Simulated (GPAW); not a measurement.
# Ballistic transport through an Os chain with an O atom bridging one bond, cheap and dear, part 2 of 2

How well does an Os chain with an O atom bridging one bond conduct at low bias, and how far do basis and functional move the answer?

GPAW 26.7.0; GPAW LCAO, PAW setups; Landauer transmission from Green's functions with principal layers (ASE), zero bias.

So far, transmission at the Fermi level (one spin): step 2 (double-zeta polarised basis, PBE, GPAW) 4.39; step 3 (basis szp(dzp), PBE, GPAW) 4.37; step 4 (basis sz(dzp), PBE, GPAW) 4.38; step 5 (LDA) 4.43.

### 8. Potential alignment off, density threshold 0.001

Without the shift, lead and junction are matched by their Fermi levels alone. The Hamiltonian is taken from the last density. The density threshold is one of the tests that end the cycle; the energy must settle too, so a loose value may not be the test that decides.

This step: GPAW LCAO, PAW setups; Landauer transmission from Green's functions with principal layers (ASE), zero bias (GPAW 26.7.0).

Input file run.py:

```python
import json
import numpy as np
from ase import Atoms
from ase.transport.calculators import TransportCalculator
from gpaw import GPAW, FermiDirac
from gpaw.lcao.tools import get_lcao_hamiltonian
from scipy.linalg import eigh

# The junction with lead layers at both ends, along the third cell vector
device = Atoms(
    ['Os', 'Os', 'Os', 'Os', 'Os', 'Os', 'Os', 'O', 'Os', 'Os', 'Os', 'Os', 'Os', 'Os', 'Os'],
    positions=[
        [4.50000, 4.50000, 1.14000],
        [4.50000, 4.50000, 3.42000],
        [4.50000, 4.50000, 5.70000],
        [4.50000, 4.50000, 7.98000],
        [4.50000, 4.50000, 10.26000],
        [4.50000, 4.50000, 12.54000],
        [4.50000, 4.50000, 14.82000],
        [5.57087, 4.50000, 16.06000],
        [4.50000, 4.50000, 17.30000],
        [4.50000, 4.50000, 19.58000],
        [4.50000, 4.50000, 21.86000],
        [4.50000, 4.50000, 24.14000],
        [4.50000, 4.50000, 26.42000],
        [4.50000, 4.50000, 28.70000],
        [4.50000, 4.50000, 30.98000]],
    cell=[[9.0, 0.0, 0.0], [0.0, 9.0, 0.0], [0.0, 0.0, 32.12]],
    pbc=True)

# One principal layer of the lead: the first 5 atoms of the device
lead = Atoms(
    ['Os', 'Os', 'Os', 'Os', 'Os'],
    positions=[
        [4.50000, 4.50000, 1.14000],
        [4.50000, 4.50000, 3.42000],
        [4.50000, 4.50000, 5.70000],
        [4.50000, 4.50000, 7.98000],
        [4.50000, 4.50000, 10.26000]],
    cell=[[9.0, 0.0, 0.0], [0.0, 9.0, 0.0], [0.0, 0.0, 11.4]],
    pbc=True)

settings = dict(mode='lcao', basis='dzp', xc='PBE', h=0.18,
                occupations=FermiDirac(0.1), maxiter=250,
                mixer=dict(beta=0.1, nmaxold=8, weight=100.0),
                convergence=dict(density=0.001))
energies = np.arange(-2, 2 + 1e-9, 0.05)
eta = 0.0001
n1, n2 = 1, 1
# k and -k transmit alike, so half of the mesh across the current serves
mesh = [(i, j) for i in range(n1) for j in range(n2) if (i, j) <= (-i % n1, -j % n2)]
weights = np.array([1 if (i, j) == (-i % n1, -j % n2) else 2 for i, j in mesh]) / (n1 * n2)

# [... helper functions left out ...]
fermi_lead = ground_state(lead, (1, 1, 10), 'lead.txt')
fermi_device = ground_state(device, (1, 1, 3), 'device.txt')
# [... loop over the mesh left out, but for ...]
        # Lead and device are aligned by their Fermi levels alone
        shift = 0.0
# [...]
kT = 8.617333e-5 * 77
bias = [0.1, 0.2, 0.5, 1.0, 1.5, 2.0]
# [... integrals and printing left out ...]
```

Command:

```console
OMP_NUM_THREADS=1 OPENBLAS_NUM_THREADS=1 python run.py
```

Log:

```text
basis functions: device 391, principal layer 135
Fermi level: lead -3.4508 eV, device -3.4172 eV; lead shifted by 0.0000 eV
largest coupling past the next layer 1.09e-06 eV, largest misfit of the first layer 0.059 eV
  E-E_F (eV)   T (one spin)  [channel counts left out]
    -2.000    1.9092e+00
    -1.950    1.9653e+00
    -1.900    2.0209e+00
    -1.850    2.0768e+00
    -1.800    2.1335e+00
    -1.750    2.1923e+00
    -1.700    2.2532e+00
    -1.650    2.3183e+00
    -1.600    2.3897e+00
    -1.550    2.4700e+00
    -1.500    2.5633e+00
    -1.450    2.6740e+00
    -1.400    2.4348e+00
    -1.350    2.8892e+00
    -1.300    3.3133e+00
    -1.250    4.0231e+00
[...]
1.650    1.1134e+00
     1.700    1.0900e+00
     1.750    1.0702e+00
     1.800    1.0536e+00
     1.850    1.0400e+00
     1.900    1.0290e+00
     1.950    1.0205e+00
     2.000    1.0142e+00
conductance at 77 K: 4.3918 G0 a cell; thermopower 0.4904 uV/K
current from the zero-bias T(E) at 0.1 V: 34.001 uA
current from the zero-bias T(E) at 0.2 V: 67.859 uA
current from the zero-bias T(E) at 0.5 V: 167.51 uA
current from the zero-bias T(E) at 1.0 V: 319.21 uA
current from the zero-bias T(E) at 1.5 V: 456.54 uA
current from the zero-bias T(E) at 2.0 V: 590.54 uA
```

Wall time 2.2 min (1 thread of Arm Neoverse V2, shared host); peak memory 1.9 GiB.

Numbers from this step:

```yaml
conductance: 4.392 G₀
largest_coupling_past_the_next_principal_layer: 1.09e-6 eV
largest_misfit_of_the_first_principal_layer: 0.05941 eV
shift_that_aligns_the_lead: 0 eV
transmission_at_the_fermi_level_one_spin: 4.394
```

One spin. Table of transmission, zone mean by energy, zero at the Fermi level:

energy (eV), transmission, zone mean and a bar from the least value:
```
   -2.000       1.91 #######
   -1.800       2.13 #########
   -1.600       2.39 ###########
   -1.400       2.43 ###########
   -1.200       4.36 ###########################
   -1.000       4.70 ##############################
   -0.900       4.73 ##############################
   -0.800       4.71 ##############################
   -0.600       4.61 #############################
   -0.400       4.55 #############################
   -0.200       4.53 ############################
    0.000       4.39 ###########################
    0.200       3.98 ########################
    0.400       3.24 ##################
    0.600       2.50 ############
    0.800       2.29 ##########
    1.000       2.06 ########
    1.200       1.79 ######
    1.400       1.30 ##
    1.600       1.14 #
    1.800       1.05 
    2.000       1.01
```

Not self-consistent under bias; the bias window is split evenly. Current through one cell, from the zero-bias transmission against bias:

```
bias (V)  current through one cell, from the zero-bias transmission (mA)
   0.100                                                          0.0340
   0.200                                                          0.0679
   0.500                                                           0.168
   1.000                                                           0.319
   1.500                                                           0.457
   2.000                                                           0.591
```

Table of transmission of the three most open eigenchannels by energy, zero at the Fermi level:

```
energy (eV)  channel 1  channel 2  channel 3
     -2.000      0.999      0.528      0.192
     -1.800      0.999      0.563      0.293
     -1.600      0.998      0.576      0.440
     -1.400      0.771      0.647      0.559
     -1.200      0.944      0.876      0.851
     -1.000      0.995      0.941      0.904
     -0.800      0.950      0.942      0.933
     -0.600      0.975      0.935      0.920
     -0.400      0.992      0.942      0.929
     -0.200      0.998      0.953      0.929
      0.000      0.997      0.957      0.923
      0.200      0.992      0.933      0.912
      0.400      0.973      0.894      0.874
      0.600      0.942      0.814      0.734
      0.800      0.967      0.761      0.533
      1.000      0.976      0.702      0.351
      1.200      0.976      0.588      0.207
      1.400      0.974      0.223      0.107
      1.600      0.979      0.115     0.0472
      1.800      0.984     0.0538     0.0157
      2.000      0.993     0.0189    0.00271
```

The conductance equals that of the dzp run to 0.2 %.

### 9. K-points along the lead 4

The lead's own mesh along the current sets its density and potential; where the lead is aligned to the junction's end layer, a rigid shift drops out.

run.py: that of step 8 with these lines changed.

```diff
@@ -45,3 +45,3 @@
                 mixer=dict(beta=0.1, nmaxold=8, weight=100.0),
-                convergence=dict(density=0.001))
+                convergence=dict(density=0.0001))
 energies = np.arange(-2, 2 + 1e-9, 0.05)
@@ -54,7 +54,7 @@
 # [... helper functions left out ...]
-fermi_lead = ground_state(lead, (1, 1, 10), 'lead.txt')
+fermi_lead = ground_state(lead, (1, 1, 4), 'lead.txt')
 fermi_device = ground_state(device, (1, 1, 3), 'device.txt')
 # [... loop over the mesh left out, but for ...]
-        # Lead and device are aligned by their Fermi levels alone
-        shift = 0.0
+        # Shift the lead onto the potential of the device's first layer
+        shift = ((H[:, 0, 0] - H0[:, 0, 0]) / S0[0, 0]).real.mean()
 # [...]
```

Log:

```text
basis functions: device 391, principal layer 135
Fermi level: lead -3.4035 eV, device -3.4200 eV; lead shifted by 0.0592 eV
largest coupling past the next layer 1.09e-06 eV, largest misfit of the first layer 0.176 eV
  E-E_F (eV)   T (one spin)  [channel counts left out]
    -2.000    1.9037e+00
    -1.950    1.9547e+00
    -1.900    2.0085e+00
    -1.850    2.0658e+00
    -1.800    2.1256e+00
    -1.750    2.1868e+00
    -1.700    2.2492e+00
    -1.650    2.3138e+00
    -1.600    2.3828e+00
    -1.550    2.4600e+00
    -1.500    2.5506e+00
    -1.450    2.6613e+00
    -1.400    2.7955e+00
    -1.350    2.8912e+00
    -1.300    2.1490e+00
    -1.250    3.7175e+00
[...]
1.650    1.1117e+00
     1.700    1.0883e+00
     1.750    1.0687e+00
     1.800    1.0525e+00
     1.850    1.0395e+00
     1.900    1.0291e+00
     1.950    1.0213e+00
     2.000    1.0155e+00
conductance at 77 K: 4.4015 G0 a cell; thermopower 0.1752 uV/K
current from the zero-bias T(E) at 0.1 V: 34.078 uA
current from the zero-bias T(E) at 0.2 V: 67.995 uA
current from the zero-bias T(E) at 0.5 V: 167.24 uA
current from the zero-bias T(E) at 1.0 V: 319.35 uA
current from the zero-bias T(E) at 1.5 V: 456.59 uA
current from the zero-bias T(E) at 2.0 V: 590.69 uA
```

Wall time 2.6 min (1 thread); peak memory 1.9 GiB.

The run finished with changed settings (lead_nz = 4); it serves as a test.

The two runs compared:

```
                                           quantity  this run   sound run  difference
                                   conductance (G₀)    4.4015      4.3854      0.0161
largest coupling past the next principal layer (eV)  1.090e-6    1.091e-6    -9.0e-10
   largest misfit of the first principal layer (eV)   0.17588    0.055487       0.120
                    shift that aligns the lead (eV)  0.059170  -0.0038499      0.0630
         transmission at the Fermi level (one spin)    4.4030      4.3866      0.0165
```

One result that differs is the largest misfit of the first principal layer, 0.176 eV against 0.0555 eV.

### 10. What came out

```json
{
 "conductance": "4.39 G₀",
 "transmission at the Fermi level, mean of the spins": "4.39",
 "thermopower": "about 0 (under 1.5 μV/K)"
}
```

In words: In the dzp basis the junction conducts 4.39 G₀ at 77 K, with T = 4.39 a spin at the Fermi level; the sz basis reaches that conductance within 10 %. At the Fermi level the three most open eigenchannels pass 1.00, 0.96 and 0.92. Measured against the first run (dzp), the nearest curve is that of dzp-LDA (r.m.s. 0.044) and the farthest that of sz (0.11). Over the compared runs wall time goes from 88 s (sz) to 164 s (dzp), on a shared host. The geometry was built from estimated bond lengths and not relaxed, so the numbers describe this model structure. The run had no spin polarisation, so a magnetic state, which chains and small molecules with open shells often have, wasn't tested. Spin-orbit coupling is left out, which matters for the heavy atoms here. An evenly spaced straight chain is an idealisation: free chains tend to dimerise, zigzag or, where a band edge lies near the Fermi level, turn magnetic. The currents use the zero-bias T(E) throughout, which holds only while the bias is small against the distance to the nearest feature. The energy step is wider than the thermal energy, so the conductance and thermopower rest on interpolation of T(E).

[Logs are printed without paths, hosts, clocks, repeated set-up lines and the standing remarks that a program may print on its own settings, such as how far it seeks lower states.]

[Hosts, paths, dates, database ids (printed as entryN), source tags and the programs' standing remarks are cut or masked in the printed files.]
